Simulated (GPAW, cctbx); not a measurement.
## How far are the atoms of BaSc3 from free atoms?

Question: by how much does bonding change the X-ray structure factors of BaSc3, and what does a routine refinement make of it?

The cell comes from substitution in a known structure type and wasn't matched to any measured phase. All numbers below are calculated.

### 1. Find the equilibrium geometry

The density hangs on the geometry, so cell and atoms are relaxed first, with the symmetry held. The cutoff is set higher than for the density because stress converges slowly with plane waves.

Settings: GPAW 26.7.0, PBE, 570 eV, 4×4×4 k-points, Fermi–Dirac width 0.1 eV, BFGS to 0.03 eV/Å.

```text
cell
1.0
     4.893000000    0.000000000    0.000000000
     0.000000000    4.893000000    0.000000000
     0.000000000    0.000000000    4.893000000
Ba Sc
1 3
Direct
0.000000000 0.000000000 0.000000000
0.500000000 0.000000000 0.500000000
0.500000000 0.500000000 0.000000000
0.000000000 0.500000000 0.500000000
```

```console
$ OMP_NUM_THREADS=1 mpirun -n 4 gpaw python run.py > gpaw.log
```

```text
BFGS:    0      -14.346606        0.236966
BFGS:    1      -14.348991        0.221120
BFGS:    2      -14.365396        0.006485
cell  4.9553 4.9553 4.9553  90.00 90.00 90.00
volume 121.679 A^3, largest force 0.000 eV/A, largest stress 0.03 GPa
```

After 2 steps the volume has changed by +3.9 % and the energy by -0.019 eV; the largest stress left is 0.03 GPa. It took 23 s on 4 cores of Arm Neoverse V2 (shared host), peak memory 0.78 GiB.

Relaxed structure: Pm-3m (no. 221), a = 4.9553 Å, b = 4.9553 Å, c = 4.9553 Å, α = 90.00°, β = 90.00°, γ = 90.00°.

```
atom  mult.    x  y    z
 Ba1      1    0  0    0
 Sc1      3  1/2  0  1/2
```

### 2. Density and charge transfer

X-rays see the whole electron density, so the PAW density is rebuilt with its core regions. Subtracting spherical free atoms from the same code cancels the cores and leaves the deformation density Δρ, the part due to bonding.

Settings: PBE, 450 eV, 5×5×5 k-points, Fermi–Dirac width 0.1 eV; primitive cell of 4 atoms.

```console
$ OMP_NUM_THREADS=1 mpirun -n 4 gpaw python run.py > gpaw.log
```

```text
|iter:   1|       0s |  -14.340069 | +0.76 |       |
|iter:   2|       1s |  -14.547802 | -0.10 | -1.35 |
|iter:   3|       1s |  -16.676755 | +0.04 | -1.36 |
...
|iter:  19|       6s |  -14.206130c| -6.97 | -5.92c|
|iter:  20|       7s |  -14.206129c| -7.16 | -6.10c|
|iter:  21|       7s |  -14.206130c| -7.40c| -6.19c|
```

```text
grid (50, 50, 50)  electrons 119.000  moved by bonding 0.607 e
deformation density beyond 0.5 A of the nuclei: max 0.051, min -0.068 e/A^3
atom        x       y       z   Voronoi charge  moment
Ba1    0.0000  0.0000  0.0000     -0.160       0.00
Sc2    0.5000  0.0000  0.5000      0.053       0.00
Sc3    0.5000  0.5000  0.0000      0.053       0.00
Sc4    0.0000  0.5000  0.5000      0.053       0.00
mean inner potential of superposed free atoms 17.127 V
total magnetic moment 0.000 muB
```

Deformation density in a plane through the shortest contact of the Ba atom at the origin, in 0.01 e/Å³ (clipped at ±99); x from -1.6 to 5.1 Å, y from 2.4 down to -2.4 Å:

```text
  1   0  -1  -3  -3  -1   0   1   1   1   1   1   1   1   1   1
  1   1   0  -1  -1   0   1   1   1   1   1   0   0   1   1   1
  1   1   0   0   0   0   1   1   1   1   0  -1  -1   0   1   1
  1   1   1   1   1   1   1   1   1   0  -1  -2  -2  -1   1   1
  1   1   1  -1  -2   1   1   1   0  -1  -2  -3  -3  -2  -1   0
  0   1  -2  -2   .  -3   1   0  -1  -2  -1   .  -4  -2  -2  -1
  0   1  -3   .   .  -4   1   0  -1  -4  -4   .   .  -4  -3  -1
  0   1  -2  -2   .  -3   1   0  -1  -2  -1   .  -4  -2  -2  -1
  1   1   1  -1  -2   1   1   1   0  -1  -2  -3  -3  -2  -1   0
  1   1   1   1   1   1   1   1   1   0  -1  -2  -2  -1   1   1
  1   1   0   0   0   0   1   1   1   1   0  -1  -1   0   1   1
  1   1   0  -1  -1   0   1   1   1   1   1   0   0   1   1   1
  1   0  -1  -3  -3  -1   0   1   1   1   1   1   1   1   1   1
```

Atoms in or within 0.15 Å of the plane: Ba (0.0, 0.0), Sc (3.5, 0.0) Å. Dots mark points within about 0.45 Å of a nucleus; large values next to them are atomic features.

Ba gains most (-0.16 e) and Sc loses most (+0.05 e), which isn't the order of electronegativity: valence and coordination count too, and Voronoi cells cut space at the midplane whatever the atoms' sizes. Along the shortest contact from the Ba atom at the map's origin, Ba–Sc at 3.50 Å, Δρ is -0.01 e/Å³ at the midpoint: little piles up between the atoms. At the midpoints of other shortest contacts it is +0.01 (Sc–Sc, 3.50 Å) e/Å³. Point values carry grid noise of about 0.01 e/Å³. The run needed 21 iterations, 10 s.

### 3. Structure factors

The Fourier components of Δρ, added to those of the free atoms, give the static X-ray structure factors; the Mott–Bethe relation turns them into the Fourier components V of the potential that fast electrons feel.

```text
static structure factors of the conventional cell: F in electrons, V (Mott-Bethe) in volts
   h  k  l      d  |F| table  |F| free   |F| DFT   change   |V| free  |V| DFT  change %
   0  1  0  4.9553    32.733    32.774    32.871    0.097     2.059    1.969     -4.4
   0  1  1  3.5039    31.439    31.462    31.542    0.080     1.636    1.599     -2.3
   1  1  1  2.8609    93.870    93.791    93.504   -0.287     7.773    7.861      1.1
   0  2  0  2.4777    89.718    89.636    89.443   -0.193     6.790    6.835      0.7
   0  2  1  2.2161    28.546    28.598    28.624    0.026     1.184    1.179     -0.4
   1  2  1  2.0230    27.810    27.862    27.809   -0.053     1.100    1.109      0.7
   0  2  2  1.7520    77.774    77.788    77.841    0.053     4.765    4.759     -0.1
   0  3  0  1.6518    26.089    26.117    26.014   -0.103     0.913    0.924      1.2
   1  2  2  1.6518    26.089    26.117    26.020   -0.096     0.913    0.923      1.1
   0  3  1  1.5670    25.633    25.649    25.603   -0.047     0.865    0.869      0.5
   1  3  1  1.4941    71.588    71.626    71.617   -0.009     3.984    3.984      0.0
   2  2  2  1.4305    69.863    69.904    69.914    0.010     3.784    3.784     -0.0
   0  3  2  1.3744    24.478    24.465    24.465   -0.000     0.750    0.750      0.0
   1  3  2  1.3244    24.143    24.122    24.145    0.022     0.719    0.717     -0.2
```

The largest X-ray change is -0.29 e on 111, 0.3 % of |F|. For electrons V goes as (Z − F)/g², so a change of F counts against Z − F, which is small at low angle and wherever the atoms' terms cancel: |V| of 010 moves by -4.4 % (2.06 to 1.97 V) against +0.3 % in |F|. The tabulated Hartree–Fock atoms differ from the free DFT atoms by up to 0.08 e, so the choice of reference atom matters too.

### 4. What a spherical-atom refinement makes of it

Routine crystallography fits spherical atoms. To see the bias, intensities are simulated from tabulated atoms plus the DFT change ΔF, so that bonding alone can misfit (5574 reflections of the full sphere, merged to the counts below, to 0.45 Å, 1 % proportional noise plus counting noise, assumed isotropic U as listed, Δρ smeared by the mean U) and refined with cctbx over different ranges.

```csv
range,data,R1,GooF,U Ba1 (true 0.0073),U Sc1 (true 0.0104),largest shift (Å),"Δρ max, min (e/Å³)"
all data,181,0.0021,1.07,0.0073,0.0104,0.0000,"0.15, -0.12"
"low resolution, d > 0.84",38,0.0017,1.15,0.0071,0.0102,0.0000,"0.10, -0.04"
"high order, d < 0.75",131,0.0026,1.00,0.0073,0.0104,0.0000,"0.10, -0.23"
"occupancies free, d > 0.7",60,0.0017,1.15,0.0072,0.0104,0.0000,"0.07, -0.06"
```

With all data GooF is 1.07, so at this noise the bonding hardly shows; the top residual peak lies 1.54 Å from Sc and 2.65 Å from Sc. No U is off by more than 3 s.u. at low resolution. Symmetry fixes every coordinate, so the shifts are zero by construction. With Ba1 held at 1 and the scale free, the other occupancies refine to Sc1 1.002(0.001), within three s.u. of full.

### 5. Answer

Bonding moves 0.61 e in the primitive cell of BaSc3 and changes the structure factors of the conventional cell in the table above by at most 0.29 e (111, 0.3 %), and among reflections above 2 % of the strongest by up to 0.4 % (030). The shortest bond, Ba–Sc, has Δρ = -0.01 e/Å³ at its midpoint. With all data GooF is 1.07, so at this noise the bonding hardly shows. Limits: static density, frozen cores, no spin–orbit coupling.

[Outputs are excerpts: Python notices, other lines and further rows are left out; steps that failed or that the build refused (PBEsol, TPSS) are not shown.]

[Logs are printed without paths, hosts, clocks, repeated set-up lines and the standing remarks that a program may print on its own settings, such as how far it seeks lower states.]
